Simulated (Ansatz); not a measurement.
## How many bands does the GW gap of RbSb4F13 (I4/m) need?

How do accuracy and time trade against each other in G0W0 on RbSb4F13 (I4/m)?

Calculated with Ansatz 0.2.0; G0W0 on PBE, plane waves, PAW; PAW set soft_1.

### 1. The starting structure

The structure is tetragonal, space group I4/m (No. 87). The conventional cell has a = 9.635 Å, b = 9.635 Å, c = 6.563 Å, α = 90.00°, β = 90.00°, γ = 90.00°. Nearest to Rb lie 10 F at 2.92 to 3.28 Å. Nearest to Sb lie 3 F at 1.97 to 2.00 Å. Nearest to F lie 4 Sb at 2.67 Å and 8 F at 2.71 Å and 2 Rb at 3.28 Å. Nearest to F lie 1 Sb at 2.00 Å. F has 2 Sb at 1.97 to 2.90 Å and 1 Rb at 2.92 Å nearest. Farther neighbours and most contacts between anions are not listed.

Geometry: measured cell, ions relaxed with PBE. The runs that relaxed it are not among those shown. Spin-orbit coupling is left out unless a step names it.

### 2. 168 empty bands, screening to 39 eV

G0W0 replaces the xc potential by the self-energy, built once from these orbitals. Only a window of levels is corrected, while the sums run over the empty bands that the input names. This step takes PAW set soft_1 files.

input.yaml

```yaml
crystal:
  lattice:
    - [-4.8175, 4.8175, 3.2815]
    - [4.8175, -4.8175, 3.2815]
    - [4.8175, 4.8175, -3.2815]
  atoms:
    - { symbol: Rb, position: [0.5, 0.5, 0.0] }
    - { symbol: Sb, position: [0.0063970689, 0.2770921314, 0.2834892002] }
    - { symbol: Sb, position: [0.2770921314, 0.9936029311, 0.2706950625] }
    - { symbol: Sb, position: [0.9936029311, 0.7229078686, 0.7165107998] }
    - { symbol: Sb, position: [0.7229078686, 0.0063970689, 0.7293049375] }
    - { symbol: F, position: [0.0, 0.0, 0.0] }
    - { symbol: F, position: [0.5614796371, 0.8766087358, 0.4380883729] }
    - { symbol: F, position: [0.8766087358, 0.4385203629, 0.3151290987] }
    - { symbol: F, position: [0.4385203629, 0.1233912642, 0.5619116271] }
    - { symbol: F, position: [0.1233912642, 0.5614796371, 0.6848709013] }
    - { symbol: F, position: [0.4300990428, 0.3344864191, 0.3207384218] }
    - { symbol: F, position: [0.3344864191, 0.0137479972, 0.9043873762] }
    - { symbol: F, position: [0.0137479972, 0.109360621, 0.6792615782] }
    - { symbol: F, position: [0.109360621, 0.4300990428, 0.0956126238] }
    - { symbol: F, position: [0.5699009572, 0.6655135809, 0.6792615782] }
    - { symbol: F, position: [0.6655135809, 0.9862520028, 0.0956126238] }
    - { symbol: F, position: [0.9862520028, 0.890639379, 0.3207384218] }
    - { symbol: F, position: [0.890639379, 0.5699009572, 0.9043873762] }
kpoints:
  mp_grid: { grid: [4, 4, 4] }
hamiltonian:
  xc: pbe
  pseudopotentials: { kind: paw, azcp: { folder: soft_1 } }
scf:
  occupations: { method: fixed }
gw:
  n_empty_bands: 168
  ecut_chi: 39
  qp_bands: [v4, c4]
  qp_kpoints: band_edges
  screening: { model: contour_deformation }
```

Started as:

```bash
ansatz run input.yaml --threads 2 --pin off --max-ram 92160MiB --backend cuda --events-out ev --progress --plain --runs-dir out --devices 1 --max-vram 13GiB
```

Numbers of over 12 decimals in the logs are rounded to 6 here.

The program printed:

```text
GPUs: using 1 of 1 available (devices: 1).
Engine: ansatz 0.2.0, x86_64-unknown-linux-gnu
Pseudopotentials: kind: paw
Pseudopotential: Rb, paw, valence charge 9, recommended cutoff 420 eV (normal), soft_1/Rb.paw.azcp
Pseudopotential: Sb, paw, valence charge 15, recommended cutoff 420 eV (normal), soft_1/Sb.paw.azcp
Pseudopotential: F, paw, valence charge 7, recommended cutoff 420 eV (normal), soft_1/F.paw.azcp
Functional definition: PBE
  parameter kappa = 0.804
  parameter beta = 0.066725
  exchange = pbe_x(kappa = kappa, mu = beta*pi^2/3)
  correlation = pbe_c(beta = beta)
device memory: the entry about to start is reckoned to put 3.7 GiB on a device that reports 56.4 GiB free (of which the cap on the GPU budget leaves the run 13.0 GiB)
GPU FFT provider: cuFFT
GPU libraries: cuBLAS 13.8.2, cuFFT 12.4.0, cuSOLVER 12.3.4
Crystal: 18 atoms, lattice volume = 304.632 Å³
Basis set: ecut = 420 eV, 5959 PW (Γ)
Bands: 98, of which v1, the nominal top of the filled ones, is band 80 counted from 1 (79 counted from 0)
Symmetry: 8 space group operations
Space group: I4/m (ITA 87), of the structure as read, at distance tolerance 6.7e-5 Å
k-points: 14 of 64
Non-local potential: Rb, projectors of the file, l = 0: 3, l = 1: 2, l = 2: 2
Non-local potential: Sb, projectors of the file, l = 0: 2, l = 1: 2, l = 2: 2, l = 3: 1
Non-local potential: F, projectors of the file, l = 0: 2, l = 1: 2, l = 2: 1
PAW form: soft (Blöchl's): semilocal exchange-correlation on the pseudo side does not see the compensation charge
PAW one-centre angular grid: Rb, 110 points (default); XC on 64 Gauss nodes
PAW one-centre angular grid: Sb, 590 points (default); XC on 64 Gauss nodes
PAW one-centre angular grid: F, 110 points (default); XC on 64 Gauss nodes
Initial density: superposition of atomic densities (chi_scale 0.1, normalization cell, long waves kept (reshape's long-wave potential 0.05 eV rms))
Initial wavefunctions: pseudopotential atomic-orbital guess
GPU buffer pool allocated for 157464 grid points (all kernels)
GPU transforms: local potential and band sums: pruned to the plane-wave sphere, on 54×54×54
Functional: x = pbe(κ = 0.804, μ = 0.219515), c = pbe(β = 0.066725)
SCF iter   1: F=—  HF=-39728.626187 eV  |F-HF|=—  |Δ(HF+E_count)|=         —  Δρ=9.62e-2  dr2=2.50e1  ethr=3.10e-3  ⟨swp⟩=4.6  Hψ=5383  notcnv=0  defer=207
preconditioner: auto → Resta (q_TF=auto, 2.451 Å⁻¹)  ε∞=3.9  [insulator: Δε(μ)=4.035 eV  Ē_g=13.472 eV  n_scr=70 (ndim 8)  ℏωp=23.1 eV  f_vac=0.078  ε∞_Penn≈3.9]
SCF iter   2: F=—  HF=-39721.699188 eV  |F-HF|=—  |Δ(HF+E_count)|=    6.93e0  Δρ=3.66e-2  dr2=4.16e0  ethr=3.10e-3  ⟨swp⟩=3.0  Hψ=2911  notcnv=0  defer=153
SCF iter   3: F=—  HF=-39720.735760 eV  |F-HF|=—  |Δ(HF+E_count)|=   9.63e-1  Δρ=1.53e-2  dr2=1.25e0  ethr=2.60e-3  ⟨swp⟩=2.9  Hψ=2469  notcnv=0  defer=190
SCF iter   4: F=—  HF=-39720.334695 eV  |F-HF|=—  |Δ(HF+E_count)|=   4.01e-1  Δρ=5.01e-3  dr2=1.34e-1  ethr=7.81e-4  ⟨swp⟩=2.6  Hψ=2159  notcnv=0  defer=212
SCF iter   5: F=—  HF=-39720.314054 eV  |F-HF|=—  |Δ(HF+E_count)|=   2.06e-2  Δρ=4.69e-3  dr2=5.08e-2  ethr=8.37e-5  ⟨swp⟩=2.0  Hψ=2454  notcnv=0  defer=220
SCF iter   6: F=—  HF=-39720.304841 eV  |F-HF|=—  |Δ(HF+E_count)|=   9.21e-3  Δρ=1.56e-3  dr2=6.69e-3  ethr=3.17e-5  ⟨swp⟩=2.7  Hψ=1928  notcnv=0  defer=223
SCF iter   7: F=—  HF=-39720.304753 eV  |F-HF|=—  |Δ(HF+E_count)|=   8.78e-5  Δρ=3.22e-4  dr2=4.53e-4  ethr=4.18e-6  ⟨swp⟩=2.0  Hψ=2269  notcnv=0  defer=223
SCF iter   8: F=—  HF=-39720.304929 eV  |F-HF|=—  |Δ(HF+E_count)|=   1.76e-4  Δρ=1.92e-4  dr2=7.96e-5  ethr=2.83e-7  ⟨swp⟩=2.0  Hψ=1940  notcnv=0  defer=219
SCF iter   9: F=—  HF=-39720.304931 eV  |F-HF|=—  |Δ(HF+E_count)|=   2.27e-6  Δρ=8.14e-5  dr2=1.44e-5  ethr=4.98e-8  ⟨swp⟩=2.0  Hψ=1944  notcnv=0  defer=142
SCF iter  10: F=—  HF=-39720.304935 eV  |F-HF|=—  |Δ(HF+E_count)|=   3.94e-6  Δρ=2.10e-5  dr2=1.30e-6  ethr=8.99e-9  ⟨swp⟩=2.0  Hψ=1804  notcnv=0  defer=142
SCF iter  11: F=-39720.304936 eV  HF=-39720.304936 eV  |F-HF|=2.94e-8  |Δ(HF+E_count)|=   1.18e-6  Δρ=5.07e-6  dr2=6.93e-8  ethr=6.25e-11  ⟨swp⟩=13.0  Hψ=7510  notcnv=0
SCF 1 converged in 11 iterations: F = -39720.304936 eV  dr2 = 6.93e-8
  greatest PAW one-centre occupation: 0.997 electrons in one spin orbital (limit 2), on the Sb atom at site 3 (counted from 0), in its partial waves of l = 2
device memory: the entry about to start is reckoned to put 4.3 GiB (of the 4.4 GiB reckoned in all, the device holds 0.2 GiB already) on a device that reports 53.1 GiB free (of which the cap on the GPU budget leaves the run 12.9 GiB)
NSCF: frozen V_eff on 14 k-points
the band table was solved once the SCF had ended and its energy, with any forces and stress, was formed, with the checks that follow a solve (5577 applications of the Hamiltonian). They found nothing against the state; the energy, forces and stress were not computed again (output.eigenvalues in the input reference)
device memory: the entry about to start is reckoned to put 3.4 GiB on a device that reports 53.2 GiB free (of which the cap on the GPU budget leaves the run 13.0 GiB)
NSCF: frozen V_eff on 14 k-points
G₀W₀ screening: q 1/14
[... further progress lines ...]
device memory: the entry about to start is reckoned to put 1.4 GiB on a device that reports 48.0 GiB free (of which the cap on the GPU budget leaves the run 13.0 GiB)
NSCF: frozen V_eff on 1 k-points
SCF converged after 11 iterations
Free energy (F): -39720.304936 eV
Harris-Foulkes:  -39720.304936 eV  (|F-HF|=2.94e-8)
Internal energy: -39720.304936 eV  (E = F + TS)
E sigma→0 (E₀):  -39720.304936 eV
Fermi energy:    2.887139 eV
--- Per-component energies (eV) ---
  E_band       = -1504.911495
  E_kinetic    = 3390.614402
  E_local      = -16330.635520  (includes V_loc(G=0)·N_el)
  E_nonlocal   = 2870.139525
  E_hartree    = 6362.606442
  E_xc         = -1521.827418
  E_vxc        = -1776.300187  (∫ρ·V_xc dr)
  E_paw        = -23443.393447  (= ΣΔE_a)
  E_vpaw       = -2383.946458  (= ΣTr[D̂ρ^β])
  E_aug_tail   = 0.009679  (compensation charges beyond the density's cutoff)
  E_ewald      = -11047.818601
  E_smearing   = -0.000000  (= −TS)
  E_closure    = 0.000000  (closes the sum)
  Σ components = -39720.304936   (vs F -39720.304936, Δ=0.00e0)
--- Band table (eV; the first three rows and the last of 14) ---
  k-point 0: bands = [... 76 lower, 2.3638, 2.5839, 2.8071, 2.8071, 7.9606, 8.5321, 8.5419, 8.5419, ... 14 higher]
  k-point 1: bands = [... 76 lower, 2.3593, 2.6182, 2.7208, 2.8481, 8.0117, 8.2404, 8.4630, 8.7223, ... 14 higher]
  k-point 2: bands = [... 76 lower, 2.3556, 2.5773, 2.6713, 2.8735, 8.1310, 8.1987, 8.3819, 8.4111, ... 14 higher]
  k-point 13: bands = [... 76 lower, 2.5018, 2.7293, 2.7293, 2.8096, 7.8601, 7.8801, 7.9043, 8.8310, ... 14 higher]
--- G₀W₀: contour deformation, 5 samples at zero and on the imaginary axis and 2 off it, 64 q-points, 168 empty bands' worth ---
  eigenvalues of the whole cell's RPA ε∞ on this k-mesh (on a slab, of 1 + 4πα/V) = 2.3922, 2.6327, 2.6327; static W/v taken at q = 0 is 0.393428
  bands read: the sum over 248 bands ends inside a degenerate multiplet in 2 slots, whose members it reads at an even weight; the widest, k=0: bands 248 to 249 (counted from 1) at 1/2 each
  gw.qp_kpoints: band_edges: 14 of 14 stored k-points solved, in 1 pass; an edge of the gap read off the rows below is read off those points alone
    ik  band        ε_KS         Σx   Σc(E_QP)       V_xc       Z   E_QP_lin       E_QP  E_QP is
     0    77      2.3638   -31.7317     6.2249   -23.6901  0.7387     0.4663     0.5470  root
     0    78      2.5839   -24.7729     3.1361   -20.3079  0.8031     1.2320     1.2551  root
     0    79      2.8071   -25.1597     3.1928   -20.6918  0.8014     1.5115     1.5321  root
     0    80      2.8071   -25.1597     3.1928   -20.6918  0.8014     1.5115     1.5321  root
     0    81      7.9606   -12.3732    -2.5633   -16.4500  0.8315     9.4971     9.4740  root
     0    82      8.5321    -9.3406    -3.0961   -14.1405  0.8333    10.2711    10.2358  root
     0    83      8.5419   -10.0996    -2.9544   -14.6937  0.8321    10.2133    10.1815  root
     0    84      8.5419   -10.0996    -2.9544   -14.6937  0.8321    10.2133    10.1815  root
     1    77      2.3593   -31.7314     6.2246   -23.6903  0.7387     0.4621     0.5428  root
     1    78      2.6182   -24.8980     3.1940   -20.3822  0.8012     1.2734     1.2964  root
     1    79      2.7208   -25.5546     3.3679   -20.8727  0.7978     1.3839     1.4070  root
     1    80      2.8481   -25.4430     3.2189   -20.9315  0.8023     1.5346     1.5555  root
     1    81      8.0117   -11.8827    -2.6401   -16.0556  0.8326     9.5684     9.5445  root
     1    82      8.2404    -9.6376    -2.9611   -14.2135  0.8350     9.8846     9.8552  root
     1    83      8.4630   -10.8604    -2.8223   -15.2675  0.8300    10.0770    10.0477  root
     1    84      8.7223   -10.4857    -3.0062   -15.1988  0.8315    10.4636    10.4292  root
     2    77      2.3556   -31.7357     6.2235   -23.6955  0.7388     0.4582     0.5389  root
     2    78      2.5773   -26.8259     3.9054   -21.5063  0.7864     1.1328     1.1632  root
     2    79      2.6713   -25.4305     3.3445   -20.7578  0.7985     1.3194     1.3430  root
     2    80      2.8735   -25.5632     3.2074   -21.0479  0.8038     1.5445     1.5656  root
     2    81      8.1310    -9.6489    -2.9330   -14.1756  0.8356     9.7527     9.7247  root
     2    82      8.1987   -11.0486    -2.8314   -15.5111  0.8344     9.8580     9.8298  root
     2    83      8.3819   -11.2541    -2.7501   -15.5322  0.8308     9.9354     9.9098  root
     2    84      8.4111   -11.2786    -2.7481   -15.5823  0.8290     9.9945     9.9666  root
[...]
13    77      2.5018   -25.9066     3.4845   -21.0323  0.7976     1.0856     1.1121  root
    13    78      2.7293   -25.7784     3.4789   -20.9979  0.7942     1.4044     1.4278  root
    13    79      2.7293   -25.7784     3.4789   -20.9979  0.7942     1.4044     1.4278  root
    13    80      2.8096   -26.5811     3.5002   -21.6984  0.7993     1.4022     1.4272  root
    13    81      7.8601   -10.7189    -2.7568   -15.0071  0.8381     9.4143     9.3914  root
    13    82      7.8801   -10.7172    -2.7047   -14.9114  0.8341     9.3924     9.3695  root
    13    83      7.9043    -9.6015    -2.8058   -13.8677  0.8401     9.3856     9.3647  root
    13    84      8.8310   -10.5793    -2.9913   -15.2813  0.8279    10.5788    10.5417  root
```

Elapsed: 40 s, on 1 × NVIDIA H100 80GB HBM3 (shared by 6 runs) with 2 threads of AMD EPYC 7R13 (Zen 3), shared host; peak memory 1.6 GiB; 58 s of CPU time.

Numbers from this step:

| Property | Result |
| --- | --- |
| bands summed | 248 |
| RPA ε∞ on this mesh (eigenvalues) | 2.392, 2.633, 2.633 |
| plane waves in the screening matrix | 151 |
| q-points in the mesh | 64 |
| G0W0 gap on the mesh | 7.470 eV |
| k of the valence top | 0.25, 0.25, 0.25 |
| k of the conduction bottom | 0.25, 0.25, -0.25 |
| starting gap on the mesh | 4.755 eV |
| Z at the valence top | 0.8041 |
| Z at the conduction bottom | 0.8377 |
| least direct G0W0 gap on the computed points | 7.553 eV |

The gap on the mesh goes from 4.76 eV to 7.47 eV, a correction of +2.71 eV. Between the two edge states, bare exchange in place of the xc potential would open the gap by 8.53 eV, and correlation takes back 5.82 eV.

### 3. 476 empty bands, screening to 78 eV

Bands and screening cutoff are moved together, since each hides the error of the other.

Changes to input.yaml since step 2:

```diff
@@ -32,4 +32,4 @@
 gw:
-  n_empty_bands: 168
-  ecut_chi: 39
+  n_empty_bands: 476
+  ecut_chi: 78
   qp_bands: [v4, c4]
```

The program printed:

```text
GPUs: using 1 of 1 available (devices: 1).
[...]
GPU FFT provider: cuFFT
GPU libraries: cuBLAS 13.8.2, cuFFT 12.4.0, cuSOLVER 12.3.4
Crystal: 18 atoms, lattice volume = 304.632 Å³
Basis set: ecut = 420 eV, 5959 PW (Γ)
Bands: 98, of which v1, the nominal top of the filled ones, is band 80 counted from 1 (79 counted from 0)
Symmetry: 8 space group operations
[...]
k-points: 14 of 64
[...]
GPU buffer pool allocated for 157464 grid points (all kernels)
[...]
SCF iter   1: F=—  HF=-39728.626187 eV  |F-HF|=—  |Δ(HF+E_count)|=         —  Δρ=9.62e-2  dr2=2.50e1  ethr=3.10e-3  ⟨swp⟩=4.6  Hψ=5383  notcnv=0  defer=207
[...]
SCF iter  11: F=-39720.304936 eV  HF=-39720.304936 eV  |F-HF|=2.94e-8  |Δ(HF+E_count)|=   1.18e-6  Δρ=5.07e-6  dr2=6.93e-8  ethr=6.25e-11  ⟨swp⟩=13.0  Hψ=7510  notcnv=0
SCF 1 converged in 11 iterations: F = -39720.304936 eV  dr2 = 6.93e-8
[...]
NSCF: frozen V_eff on 14 k-points
[...]
G₀W₀ screening: q 1/14
[... further progress lines ...]
[...]
SCF converged after 11 iterations
Free energy (F): -39720.304936 eV
[...]
Internal energy: -39720.304936 eV  (E = F + TS)
E sigma→0 (E₀):  -39720.304936 eV
Fermi energy:    2.887139 eV
[...]
--- Band table (eV; the first three rows and the last of 14) ---
  k-point 0: bands = [... 76 lower, 2.3638, 2.5839, 2.8071, 2.8071, 7.9606, 8.5321, 8.5419, 8.5419, ... 14 higher]
  k-point 1: bands = [... 76 lower, 2.3593, 2.6182, 2.7208, 2.8481, 8.0117, 8.2404, 8.4630, 8.7223, ... 14 higher]
  k-point 2: bands = [... 76 lower, 2.3556, 2.5773, 2.6713, 2.8735, 8.1310, 8.1987, 8.3819, 8.4111, ... 14 higher]
  k-point 13: bands = [... 76 lower, 2.5018, 2.7293, 2.7293, 2.8096, 7.8601, 7.8801, 7.9043, 8.8310, ... 14 higher]
[...]
0    77      2.3638   -31.7317     6.6196   -23.6901  0.7300     0.8966     0.9417  root
     0    78      2.5839   -24.7729     3.1152   -20.3079  0.7942     1.2111     1.2342  root
     0    79      2.8071   -25.1597     3.1860   -20.6918  0.7921     1.5051     1.5253  root
     0    80      2.8071   -25.1597     3.1860   -20.6918  0.7921     1.5051     1.5253  root
     0    81      7.9606   -12.3732    -2.7110   -16.4500  0.8247     9.3443     9.3264  root
     0    82      8.5321    -9.3406    -3.3721   -14.1405  0.8296     9.9832     9.9598  root
     0    83      8.5419   -10.0996    -3.1765   -14.6937  0.8275     9.9820     9.9595  root
     0    84      8.5419   -10.0996    -3.1765   -14.6937  0.8275     9.9820     9.9595  root
[...]
13    81      7.8601   -10.7189    -2.9846   -15.0071  0.8331     9.1793     9.1636  root
    13    82      7.8801   -10.7172    -2.8750   -14.9114  0.8290     9.2164     9.1992  root
    13    83      7.9043    -9.6015    -3.0528   -13.8677  0.8359     9.1314     9.1177  root
    13    84      8.8310   -10.5793    -3.2083   -15.2813  0.8227    10.3514    10.3246  root
```

It took 96 s on 1 × NVIDIA H100 80GB HBM3 (shared by 6 runs) with 2 threads; peak memory 2.6 GiB.

This step gave:

* bands summed: 556
* RPA ε∞ on this mesh (eigenvalues): 2.392, 2.639, 2.639
* plane waves in the screening matrix: 473
* q-points in the mesh: 64
* G0W0 gap on the mesh: 7.298 eV
* k of the valence top: 0.25, 0.25, 0.25
* k of the conduction bottom: 0.25, 0.25, -0.25
* starting gap on the mesh: 4.755 eV
* Z at the valence top: 0.7943
* Z at the conduction bottom: 0.8326
* least direct G0W0 gap on the computed points: 7.326 eV

Against the run with 4×4×4 mesh, 168 empty bands, screening to 39 eV, PAW set soft_1 files, the gap moves by −0.17 eV.

### 4. 1025 empty bands, screening to 130 eV

Changes to input.yaml since step 3:

```diff
@@ -32,4 +32,4 @@
 gw:
-  n_empty_bands: 476
-  ecut_chi: 78
+  n_empty_bands: 1025
+  ecut_chi: 130.0
   qp_bands: [v4, c4]
```

The program printed:

```text
GPUs: using 1 of 1 available (devices: 1).
[...]
GPU FFT provider: cuFFT
GPU libraries: cuBLAS 13.8.2, cuFFT 12.4.0, cuSOLVER 12.3.4
Crystal: 18 atoms, lattice volume = 304.632 Å³
Basis set: ecut = 420 eV, 5959 PW (Γ)
Bands: 98, of which v1, the nominal top of the filled ones, is band 80 counted from 1 (79 counted from 0)
Symmetry: 8 space group operations
[...]
k-points: 14 of 64
[...]
0    84      8.5419   -10.0996    -3.3265   -14.6937  0.8256     9.8269     9.8095  root
[...]
13    81      7.8601   -10.7189    -3.1253   -15.0071  0.8310     9.0350     9.0229  root
    13    82      7.8801   -10.7172    -3.0056   -14.9114  0.8269     9.0821     9.0686  root
    13    83      7.9043    -9.6015    -3.1924   -13.8677  0.8342     8.9885     8.9781  root
    13    84      8.8310   -10.5793    -3.3682   -15.2813  0.8206    10.1853    10.1647  root
[key lines of the parts left out:]
SCF converged after 11 iterations
Free energy (F): -39720.304936 eV
Fermi energy:    2.887139 eV
```

Elapsed: 5.2 min, on 1 × NVIDIA H100 80GB HBM3 (shared by 6 runs) with 2 threads; peak memory 5.4 GiB.

Numbers from this step:

- bands summed: 1105
- RPA ε∞ on this mesh (eigenvalues): 2.388, 2.631, 2.631
- plane waves in the screening matrix: 999
- G0W0 gap on the mesh: 7.321 eV
- k of the valence top: 0.25, 0.25, 0.25
- k of the conduction bottom: 0.25, 0.25, -0.25
- starting gap on the mesh: 4.755 eV
- least direct G0W0 gap on the computed points: 7.347 eV

Against the run with 4×4×4 mesh, 476 empty bands, screening to 78 eV, PAW set soft_1 files, the gap moves by +0.02 eV.

(Part 1 of 2 ends here.)

[Paths, hosts, dates, memory and timing lines, banners, echoed tables and standing remarks are left out of the program output.]

[Logs are printed without paths, hosts, clocks, repeated set-up lines and the standing remarks that a program may print on its own settings, such as how far it seeks lower states.]

[Runs of the session that timed out or met a known fault of the program may be left out.]

[Cells called generated may have been cut or substituted from an entry of the Crystallography Open Database or the Materials Project.]

[Hosts, paths, dates, database ids (printed as entryN), source tags and the programs' standing remarks are cut or masked in the printed files.]
